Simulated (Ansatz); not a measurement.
# Σ5 (210) boundary in bcc W: structure and resistance

Aim: the relaxed structure and the specific resistance of the Σ5 (210) boundary in bcc W.

Calculated with Ansatz 0.2.0; Ansatz plane-wave DFT, r2SCAN, PAW files; relaxation of a bicrystal slab with its lowest layers held; PAW set soft_1, in the first sound run; inputs show where later runs differ.

Most raw output is cut from this account.

**1. The starting structure**

The cell holds 27 atoms: 27 W. Cell: a = 7.077 Å, b = 3.165 Å, c = 30.107 Å, α = 90.0°, β = 90.0°, γ = 90.0°. It derives from W. built on the (2 1 0) plane; 2 overlapping atoms removed and the grains opened by 0 Å. Vacuum lies along c.

**2. Relaxing the bicrystal**

The boundary is built by mirroring the lower grain in the boundary plane and removing any atoms that overlap. A thin bicrystal slab is relaxed first, with the lowest layers held and the upper grain free to shift and open.

Contents of input.yaml:

```yaml
crystal:
  lattice:
    - [7.0767079352, 0.0, 0.0]
    - [0.0, 3.1648, 0.0]
    - [0.0, 0.0, 30.1071114245]
  atoms:
    - { symbol: W, position: [0.3999999999, 0.0, 0.1660737202] }
    - { symbol: W, position: [0.6999999999, 0.5, 0.1895788245] }
    - { symbol: W, position: [0.9999999999, 0.0, 0.2130839288] }
    - { symbol: W, position: [0.2999999999, 0.5, 0.2365890331] }
    - { symbol: W, position: [0.6, 0.0, 0.2600941373] }
    - { symbol: W, position: [0.9, 0.5, 0.2835992416] }
    - { symbol: W, position: [0.2, 0.0, 0.3071043459] }
    - { symbol: W, position: [0.5, 0.5, 0.3306094502] }
[... 15 atom lines left out ...]
    - { symbol: W, position: [0.3999999999, 0.0, 0.7301962229] }
    - { symbol: W, position: [0.0999999999, 0.5, 0.7537013272] }
    - { symbol: W, position: [0.7999999999, 0.0, 0.7772064314] }
    - { symbol: W, position: [0.4999999999, 0.5, 0.8007115357] }
kpoints:
  mp_grid: { grid: [4, 7, 1] }
hamiltonian:
  xc: r2scan
  pseudopotentials: { kind: paw, azcp: { folder: soft_1 } }
scf:
  occupations: { method: fermi_dirac, width: 0.1 }
relax:
  f_tol: 0.03
  max_steps: 80
  constraints: [{ sites: [0, 1, 2, 3, 4] }]
```

On the command line:

```bash
$ ansatz run input.yaml --threads 4 --pin off --max-ram 15360MiB --backend cpu --events-out ev --progress --plain --runs-dir out
```

Run time: 15 min. Hardware: 4 threads of Arm Neoverse V2, shared host; peak memory 4.9 GiB; 56 min of CPU time.

Step by step:

| step | energy less that of the first step (eV) | largest force component (eV/Å) |
| --- | --- | --- |
| 1 | 0.0000 | 2.0950 |
| 2 | -0.6571 | 1.2299 |
| 3 | -0.9764 | 0.7158 |
| 4 | -1.1381 | 0.3244 |
| 5 | -1.1698 | 0.1621 |
| 6 | -1.1832 | 0.0880 |
| 7 | -1.1884 | 0.0963 |
| 8 | -1.1912 | 0.0421 |
| 9 | -1.1916 | 0.0262 |

The run keeps the 2 symmetry operations that it works with, so distortions that break them were not tested.

The atoms that moved most (Å):

| atom | dx | dy | dz | length |
| --- | --- | --- | --- | --- |
| W27 | -0.190 | 0.000 | -0.510 | 0.544 |
| W16 | -0.310 | 0.000 | -0.433 | 0.532 |
| W26 | -0.324 | 0.000 | -0.391 | 0.508 |
| W25 | -0.320 | 0.000 | -0.337 | 0.465 |
| W19 | -0.294 | 0.000 | -0.350 | 0.457 |
| W23 | -0.273 | 0.000 | -0.361 | 0.453 |
| W20 | -0.275 | 0.000 | -0.348 | 0.444 |
| W17 | -0.268 | 0.000 | -0.329 | 0.424 |

Numbers from this step:

- free energy: -280737.4871 eV
- energy at zero smearing: -280737.2121 eV
- Fermi energy: 12.57 eV

The largest force component on a free atom ends at 0.026 eV/Å, under the tolerance of 0.03, after 9 steps.

**3. Transmission across the boundary**

Bulk layers of each grain are laid under and over the relaxed boundary, and a lead is named in the middle of each, away from the free faces. The mesh across the current, 10×20, is finer than the density's, because channels open and close sharply across the zone. Energies from -0.1 to 0.1 eV in steps of 0.05 eV are too few for the program's thermal sum, so it prints no conductance; for a metal the transmission near the Fermi level serves, at a fraction of the cost.

This step: Ansatz plane-wave DFT, r2SCAN, PAW files; ballistic transport by layer matching (Landauer), zero bias; boundary relaxed in a short slab, bulk layers laid on; PAW set soft_1 (Ansatz 0.2.0).

System of this step: Σ5 (210) boundary in bcc W. The cell holds 61 atoms: 61 W. Cell: a = 7.077 Å, b = 3.165 Å, c = 50.819 Å, α = 90.0°, β = 90.0°, γ = 90.0°. It derives from W. Regions: lower grain, 25 atoms (25 W); boundary, 16 atoms (16 W); upper grain, 20 atoms (20 W). Vacuum lies along c.

Contents of input.yaml:

```yaml
crystal:
  lattice:
    - [7.0767079352, 0.0, 0.0]
    - [0.0, 3.1648, 0.0]
    - [0.0, 0.0, 50.8194837893]
  atoms:
    - { symbol: W, position: [-9.9000000001, -16.5, 0.0787099691] }
    - { symbol: W, position: [-9.6000000001, -16.0, 0.0926351557] }
    - { symbol: W, position: [-9.3000000001, -15.5, 0.1065603423] }
    - { symbol: W, position: [-9.0000000001, -15.0, 0.1204855289] }
    - { symbol: W, position: [-8.7000000001, -14.5, 0.1344107154] }
    - { symbol: W, position: [-8.4000000001, -14.0, 0.148335902] }
    - { symbol: W, position: [-8.1000000001, -13.5, 0.1622610886] }
    - { symbol: W, position: [-7.8000000001, -13.0, 0.1761862752] }
[... 49 atom lines left out ...]
    - { symbol: W, position: [-7.5388962935, -12.5, 0.8795144711] }
    - { symbol: W, position: [-7.8388962935, -13.0, 0.8934396577] }
    - { symbol: W, position: [-8.1388962935, -13.5, 0.9073648443] }
    - { symbol: W, position: [-8.4388962935, -14.0, 0.9212900309] }
kpoints:
  mp_grid: { grid: [4, 8, 1] }
hamiltonian:
  xc: r2scan
  pseudopotentials: { kind: paw, azcp: { folder: soft_1 } }
scf:
  occupations: { method: fermi_dirac, width: 0.1 }
output:
  transmission:
    leads: [[13, 14], [49, 50]]
    kmesh: [10, 20]
    e_range: [-0.1, 0.1]
    de: 0.05
  write_potential: true
  write_density: true
  volumetric_format: npy
  elf: true
```

The job ended after 29 min (4 threads; peak memory 13 GiB; 1.8 h of CPU time).

This step gave:

```
free energy                                    : -634278.1516 eV
energy at zero smearing                        : -634277.6308 eV
Fermi energy                                   : 18.28 eV
cell area                                      : 22.40 Å²
transmission per spin nearest the Fermi level  : 1.102
open channels per spin nearest the Fermi level : 2.36
open channels per spin, upper lead             : 2.43
step of the lead's potential                   : 45.9 meV
step of the upper lead's potential             : 14.7 meV
```

Per spin. Transmission, zone mean against energy, zero at the Fermi level:

| energy (eV) | transmission, zone mean |
| --- | --- |
| -0.1000 | 1.14 |
| -0.0500 | 1.16 |
| 0.0000 | 1.10 |
| 0.0500 | 1.12 |
| 0.1000 | 1.15 |

Per spin. The open channels, zone mean by energy, zero at the Fermi level:

| energy (eV) | lead | upper lead |
| --- | --- | --- |
| -0.1000 | 2.41 | 2.43 |
| -0.0500 | 2.49 | 2.45 |
| 0.0000 | 2.36 | 2.43 |
| 0.0500 | 2.48 | 2.44 |
| 0.1000 | 2.66 | 2.64 |

Transmission over k1 and k2. At 0.0000 eV from the Fermi level.

Ten even steps from '_' (0.00) to '@' (5.00):
```
....__..------..__..
________......______
________::__::______
______..........____
____....______....__
____....______....__
__......::::::......
##====----------====
@@@@++==------==++@@
@@@@**++--::--++**@@
@@@@++==------==++@@
##====----------====
__......::::::......
____....______....__
____....______....__
______..........____
________::__::______
________......______
....__..------..__..
....::..------..::..
```
Columns: k1 (b1) from -0.5 to 0.4; rows upwards: k2 (b2) from -0.5 to 0.45.

Open channels over k1 and k2. At 0.0000 eV from the Fermi level.

Values, 20 rows by 10 columns:
```
2.00 2.00 1.00 2.00 4.00 4.00 4.00 2.00 1.00 2.00
0.00 0.00 0.00 1.00 1.00 2.00 1.00 1.00 0.00 0.00
0.00 0.00 0.00 1.00 2.00 2.00 2.00 1.00 0.00 0.00
0.00 0.00 0.00 1.00 3.00 3.00 3.00 1.00 0.00 0.00
0.00 0.00 1.00 2.00 2.00 2.00 2.00 2.00 1.00 0.00
0.00 1.00 1.00 2.00 2.00 2.00 2.00 2.00 1.00 1.00
2.00 1.00 2.00 2.00 2.00 2.00 2.00 2.00 2.00 1.00
6.00 5.00 4.00 3.00 4.00 4.00 4.00 3.00 4.00 5.00
8.00 9.00 6.00 4.00 4.00 4.00 4.00 4.00 6.00 9.00
8.00 8.00 6.00 6.00 4.00 4.00 4.00 6.00 6.00 8.00
8.00 9.00 6.00 4.00 4.00 4.00 4.00 4.00 6.00 9.00
6.00 5.00 4.00 3.00 4.00 4.00 4.00 3.00 4.00 5.00
2.00 1.00 2.00 2.00 2.00 2.00 2.00 2.00 2.00 1.00
0.00 1.00 1.00 2.00 2.00 2.00 2.00 2.00 1.00 1.00
0.00 0.00 1.00 2.00 2.00 2.00 2.00 2.00 1.00 0.00
0.00 0.00 0.00 1.00 3.00 3.00 3.00 1.00 0.00 0.00
0.00 0.00 0.00 1.00 2.00 2.00 2.00 1.00 0.00 0.00
0.00 0.00 0.00 1.00 1.00 2.00 1.00 1.00 0.00 0.00
2.00 2.00 1.00 2.00 4.00 4.00 4.00 2.00 1.00 2.00
2.00 2.00 2.00 2.00 4.00 4.00 4.00 2.00 2.00 2.00
```
Columns: k1 (b1) from -0.5 to 0.4; rows upwards: k2 (b2) from -0.5 to 0.45.

ELF in the ca plane at fractional y = 0.000, with atoms of W within 0.2 Å of it. It is the smooth field of the valence electrons, not physical close to the nuclei.

Ten even steps from '0' (0.00) to '9' (0.68), each cell a mean:
```
83577655556677459339447765455568888642100000
62554432367667548887246433225777777653100000
33533886357667633674354379744665677653100000
56526859646767753344663596884566787642100000
77538728636765445666763792683466664321100000
67646888435434324776674588952454553111000000
66742465344259863576675336633534898410000000
77764334674386595477776433456537749820000000
65435677775495484376543467667638738710000000
34532576676369972453453247656645899400000000
49985466677423533532899636666763465100000000
77378367776644456635836945766676432100000000
78586266543357777746957835654334543210000000
47983353366336766753688525435653333210000000
32443552698844766763234345259897222110000000
54556753853963776665445676377279212110000000
36776754886943654323577677479686223321000000
34766663478624425763366567546873356532000000
74676775223346338888457667632345788642100000
```
Columns run along c (16.0 Å, from fractional 0.69 to 1.00 of the cell), rows up along a (7.1 Å). Atoms in or near the plane, at fractional coordinates: W at (0.70, 0.36), W at (0.73, 0.76), W at (0.75, 0.16), W at (0.78, 0.56), W at (0.81, 0.96), W at (0.84, 0.36), W at (0.87, 0.76), W at (0.89, 0.16), W at (0.92, 0.56).

Valence density in the ca plane at fractional y = 0.000, with atoms of W within 0.2 Å of it. It is the smooth field of the valence electrons, not physical close to the nuclei.

Ten even steps from '0' (0.0 e/Å³) to '9' (5.6 e/Å³), each cell a mean:
```
41000000000000027996100000000000000000000000
30000110000000015994100001000000000000000000
10001453100000001331000135310000000000000000
00003897200000000000000279841000000000000000
00014998300000000000000389941000000000000000
00002685100001100000000158720000111000000000
00000221000026631000000012210001564100000000
00000000000159972000000000000004998300000000
00000000000169972000000000000014998300000000
01210000000036731000121000000002575100000000
15752000000001110001476300000000111000000000
39994000000000000002899510000000000000000000
38983000000000000002799510000000000000000000
14641000122100000001355200002320000000000000
01110000378510000000011000026862000000000000
00000001599820000000000000039994000000000000
00000001499710000000000000038983000000000000
10000000144200001331000000013531000000000000
30000000001000015994100000000100000000000000
```
Columns run along c (16.0 Å, from fractional 0.69 to 1.00 of the cell), rows up along a (7.1 Å). Atoms in or near the plane, at fractional coordinates: W at (0.70, 0.36), W at (0.73, 0.76), W at (0.75, 0.16), W at (0.78, 0.56), W at (0.81, 0.96), W at (0.84, 0.36), W at (0.87, 0.76), W at (0.89, 0.16), W at (0.92, 0.56).

Electrostatic potential energy in the ca plane at fractional y = 0.000, with atoms of W within 0.2 Å of it. With pseudopotentials it is smooth inside the atoms' cores, unlike the true potential.

Values in eV, 10 rows by 16 columns, each cell a mean:
```
  1  17  13  18  19   2 -27   0  17  13  18  20  22  23  23  23
 14   0 -20  12  19  14  -4  13   0 -20  12  19  21  23  23  23
 19  -7 -26   9  16  14  18  19  -7 -26   8  17  15  21  22  23
 19  10  -3  16  -8 -16  16  19  10  -3  16  -7 -16  15  22  22
 15  15  18  18 -15 -23  14  15  15  18  18 -15 -24  13  21  22
-15  -9  18  19   6   1  16 -15 -10  18  19   7   0  17  22  22
-22 -17  17  13  16  18  15 -21 -17  17  13  16  19  21  22  22
  1   5  13 -19  -1  19  18   1   5  13 -19  -2  21  22  23  23
 17  19  10 -26  -9  18  13  17  19  11 -25  -9  21  23  23  23
  7  19  17  -3   9   7 -21   6  19  17  -2  10  22  23  23  23
```
Columns run along c (16.0 Å, from fractional 0.69 to 1.00 of the cell; values clipped at the 3rd and 97th percentile), rows up along a (7.1 Å). Atoms in or near the plane, at fractional coordinates: W at (0.70, 0.36), W at (0.73, 0.76), W at (0.75, 0.16), W at (0.78, 0.56), W at (0.81, 0.96), W at (0.84, 0.36), W at (0.87, 0.76), W at (0.89, 0.16), W at (0.92, 0.56).

Over the solved energies the transmission per spin lies between 1.10 and 1.16, out of 2.48 channels of the lead on average (up to 2.66). The log calls the step of a lead's potential too much.

**4. Specific resistance**

This step: Ansatz plane-wave DFT, r2SCAN, PAW files; ballistic transport by layer matching (Landauer), zero bias; specific resistance of the boundary; PAW set soft_1 (Ansatz 0.2.0).

Numbers from this step:

* area resistance: 1.379 fΩ m²
* T over the leads' mean channel count: 0.4582

Averaged over the energies near the Fermi level, 45.8 % of the channels pass, which makes 1.38 fΩ m².

By hand, with T and the leads' channels N averaged over the energies near the Fermi level: RA = A (h/2e²)(1/T − ½[1/N₁ + 1/N₂]) = 22.40×10⁻²⁰ m² × 12 906 Ω × (1/1.136 − ½[1/2.48 + 1/2.478]) = 1.38 fΩ m².

**5. Single-crystal slab for reference**

The free faces cost energy too. A single-crystal slab with the same faces and held layers is relaxed, so that they cancel.

This step: Ansatz plane-wave DFT, r2SCAN, PAW files; relaxation of a single-crystal slab with its lowest layers held; PAW set soft_1 (Ansatz 0.2.0).

System of this step: W slab, plane (2, 1, 0). The cell holds 28 atoms: 28 W. Cell: a = 7.077 Å, b = 3.165 Å, c = 30.107 Å, α = 90.0°, β = 90.0°, γ = 90.0°. It derives from W. Vacuum lies along c.

Contents of input.yaml:

```yaml
crystal:
  lattice:
    - [7.0767079352, 0.0, 0.0]
    - [0.0, 3.1648, 0.0]
    - [0.0, 0.0, 30.1071114245]
  atoms:
    - { symbol: W, position: [0.8999999998, 0.5, 0.1660737202] }
    - { symbol: W, position: [0.1999999999, 0.0, 0.1895788245] }
    - { symbol: W, position: [0.4999999999, 0.5, 0.2130839288] }
    - { symbol: W, position: [0.7999999999, 0.0, 0.2365890331] }
    - { symbol: W, position: [0.0999999999, 0.5, 0.2600941373] }
    - { symbol: W, position: [0.3999999999, 0.0, 0.2835992416] }
    - { symbol: W, position: [0.6999999999, 0.5, 0.3071043459] }
    - { symbol: W, position: [0.9999999999, 0.0, 0.3306094502] }
[... 16 atom lines left out ...]
    - { symbol: W, position: [0.1, 0.5, 0.7301962229] }
    - { symbol: W, position: [0.4, 0.0, 0.7537013272] }
    - { symbol: W, position: [0.7, 0.5, 0.7772064314] }
    - { symbol: W, position: [0.0, 0.0, 0.8007115357] }
kpoints:
  mp_grid: { grid: [4, 7, 1] }
hamiltonian:
  xc: r2scan
  pseudopotentials: { kind: paw, azcp: { folder: soft_1 } }
scf:
  occupations: { method: fermi_dirac, width: 0.1 }
relax:
  f_tol: 0.03
  max_steps: 80
  constraints: [{ sites: [0, 1, 2, 3, 4] }]
```

Run time: 9 min. Hardware: 4 threads; peak memory 5.1 GiB.

The steps of the relaxation:

| step | energy less that of the first step (eV) | largest force component (eV/Å) |
| --- | --- | --- |
| 1 | 0.0000 | 2.1524 |
| 2 | -0.2650 | 1.0707 |
| 3 | -0.3113 | 0.2914 |
| 4 | -0.3249 | 0.0473 |
| 5 | -0.3257 | 0.0100 |

The atoms that moved most (Å):

| atom | dx | dy | dz | length |
| --- | --- | --- | --- | --- |
| W28 | -0.083 | 0.000 | -0.167 | 0.186 |
| W27 | 0.043 | 0.000 | -0.031 | 0.053 |
| W25 | 0.009 | 0.000 | 0.047 | 0.048 |
| W23 | -0.013 | 0.000 | 0.043 | 0.045 |
| W26 | 0.041 | 0.000 | 0.012 | 0.043 |
| W6 | 0.010 | 0.000 | -0.034 | 0.036 |
| W20 | -0.004 | 0.000 | 0.019 | 0.019 |
| W22 | -0.011 | 0.000 | 0.016 | 0.019 |

Final coordinates:

```xyz
28
Lattice="7.0767 0.0000 0.0000 0.0000 3.1648 0.0000 0.0000 0.0000 30.1071" Properties=species:S:1:pos:R:3
W     6.3690    1.5824    5.0000
W     1.4153    0.0000    5.7077
W     3.5384    1.5824    6.4153
W     5.6614    0.0000    7.1230
W     0.7077    1.5824    7.8307
W     2.8411    0.0000    8.5041
W     4.9645    1.5824    9.2484
W     7.0831    0.0000    9.9571
W     2.1252    1.5824   10.6490
W     4.2415    0.0000   11.3647
W     6.3690    1.5824   12.0756
W     1.4160    0.0000   12.7858
W     3.5374    1.5824   13.4935
W     5.6604    0.0000   14.2068
W     0.7086    1.5824   14.9132
W     2.8313    0.0000   15.6254
W     4.9541    1.5824   16.3337
W     7.0769    0.0000   17.0438
W     2.1268    1.5824   17.7560
W     4.2424    0.0000   18.4645
W     6.3664    1.5824   19.1673
W     1.4044    0.0000   19.8768
W     3.5253    1.5824   20.6118
W     5.6508    0.0000   21.2738
W     0.7170    1.5824   22.0313
W     2.8720    0.0000   22.7034
W     4.9965    1.5824   23.3682
W    -0.0833    0.0000   23.9406
```

Numbers from this step:

| Item | Value |
| --- | --- |
| free energy | -291139.8365 eV |
| energy at zero smearing | -291139.5939 eV |
| Fermi energy | 13.24 eV |

The largest force component on a free atom ends at 0.0100 eV/Å, under the tolerance of 0.03, after 5 steps.

**6. Bulk reference**

The perfect crystal gives the energy per atom, for the atoms by which bicrystal and slab differ.

This step: Ansatz plane-wave DFT, r2SCAN, PAW files; bulk reference; PAW set soft_1 (Ansatz 0.2.0).

System of this step: W. Symmetry: Im-3m, No. 229, cubic system. The conventional cell has a = 3.165 Å, b = 3.165 Å, c = 3.165 Å, α = 90.00°, β = 90.00°, γ = 90.00°. Nearest to W lie 8 W at 2.74 Å.

input.yaml, the sections that differ from step 5:

```yaml
crystal:
  lattice:
    - [-1.5824, 1.5824, 1.5824]
    - [1.5824, -1.5824, 1.5824]
    - [1.5824, 1.5824, -1.5824]
  atoms:
    - { symbol: W, position: [0.0, 0.0, 0.0] }
kpoints:
  mp_grid: { grid: [19, 19, 19] }
# hamiltonian, scf: as in step 5
# relax: removed
```

Elapsed: 1.1 s, on 4 threads; peak memory 0.33 GiB; 3.7 s of CPU time.

Numbers from this step:

```yaml
free_energy: -10398.2650 eV
energy_at_zero_smearing: -10398.2587 eV
fermi_energy: 22.24 eV
```

**7. Boundary energy**

This step: Ansatz plane-wave DFT, r2SCAN, PAW files; bicrystal less single-crystal slab less bulk atoms, a boundary area; PAW set soft_1 (Ansatz 0.2.0).

Numbers from this step:

```yaml
excess_energy_of_the_cell: 4.123 eV
boundary_energy: 2.950 J/m²
```

The boundary costs 2.9 J/m².

By hand: 4.12 eV / 22.40 Å² × 16.02 = 2.95 J/m².

**8. Summary of results**

| Quantity | Value |
| --- | --- |
| specific resistance of the boundary | 1.38 fΩ m² |
| share of channels that pass | 0.458 |
| boundary energy | 2.95 J/m² |

The boundary has a specific resistance of 1.4 fΩ m² and an energy of 2.9 J/m². The boundary reflects 54 % of the channels; 1.4 fΩ m² is 14×10⁻¹² Ω·cm². That equals the resistance of 25 nm of bulk W at 300 K (measured 5.44 µΩ cm, CRC Handbook of Chemistry and Physics, 84th ed., 2003, Electrical Resistivity of Pure Metals). One starting structure was relaxed; another shift or atom count at the boundary may lie lower. Spin-orbit coupling is left out, which matters for W. A lead's potential steps by up to 46 meV from period to period, which the log calls too much, so longer leads could move the result.

[Logs are printed without paths, hosts, clocks, repeated set-up lines and the standing remarks that a program may print on its own settings, such as how far it seeks lower states.]

[Hosts, paths, dates, database ids (printed as entryN), source tags and the programs' standing remarks are cut or masked in the printed files.]
